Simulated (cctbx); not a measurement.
# Yb4CeSn3: precision against data quality

Space group I4/mcm (no. 140), a = 7.9850 Å, b = 7.9850 Å, c = 15.3680 Å, α = 90.00°, β = 90.00°, γ = 90.00°.

| atom | mult. | x | y | z | Ueq (Å²) |
| --- | --- | --- | --- | --- | --- |
| Yb1 | 16 | 0.3226 | 0.1774 | 0.1417 | 0.0039 |
| Ce1 | 4 | 0 | 0 | 0 | 0.0099 |
| Sn1 | 8 | 0.8762 | 0.6238 | 0 | 0.0083 |
| Sn2 | 4 | 1/2 | 1/2 | 1/4 | 0.0050 |

The model is made up (kin elements in a known structure type, no relaxation), so it says nothing on whether the phase exists.

Five simulated data sets (cctbx; Mo Kα, λ = 0.71073 Å; 4 % proportional error) differ in resolution or exposure (noise floor 15 counts in the first three, 8 in the last two). Each is refined with the right model, isotropic at 1.1 Å and anisotropic otherwise. How do the figures of merit and the uncertainties move?

| d min (Å) | top counts | ⟨I/σ⟩ (unmerged, absences included) | unique | param. (scale apart) | Rint | R1 | GooF | largest s.u. xyz (fractional) | s.u. U of Sn1 (Å²) | largest error (Å) |
| --- | --- | --- | --- | --- | --- | --- | --- | --- | --- | --- |
| 1.1 | 5000 | 4.1 | 119 | 7 | 0.055 | 0.0184 | 1.06 | 0.00018 | 0.0006 | 0.0008 |
| 0.84 | 5000 | 3.6 | 256 | 14 | 0.065 | 0.0180 | 0.94 | 0.00010 | 0.0004 | 0.0005 |
| 0.6 | 5000 | 2.7 | 664 | 14 | 0.085 | 0.0217 | 0.93 | 0.00007 | 0.0002 | 0.0005 |
| 0.75 | 300 | 1.0 | 351 | 14 | 0.250 | 0.0488 | 0.93 | 0.00031 | 0.0010 | 0.0028 |
| 0.75 | 3000 | 3.9 | 351 | 14 | 0.057 | 0.0163 | 0.93 | 0.00007 | 0.0002 | 0.0005 |

The number of reflections grows roughly as 1/d³: 119, 256 and 664 here. R1 follows the noise rather than the truth: at 300 counts it is 0.0488, at 3000 counts 0.0163, while GooF is 0.93 and 0.93: the weights 1/σ² carry the noise. The s.u. of U (U11 where anisotropic) for Sn1 goes 0.0006, 0.0004, 0.0002 Å² with resolution and 0.0010, 0.0002 Å² with exposure.

Hardware for the 0.6 Å refinement: 0.39 s on 1 thread of Arm Neoverse V2, on a shared host, peak memory 0.09 GiB.
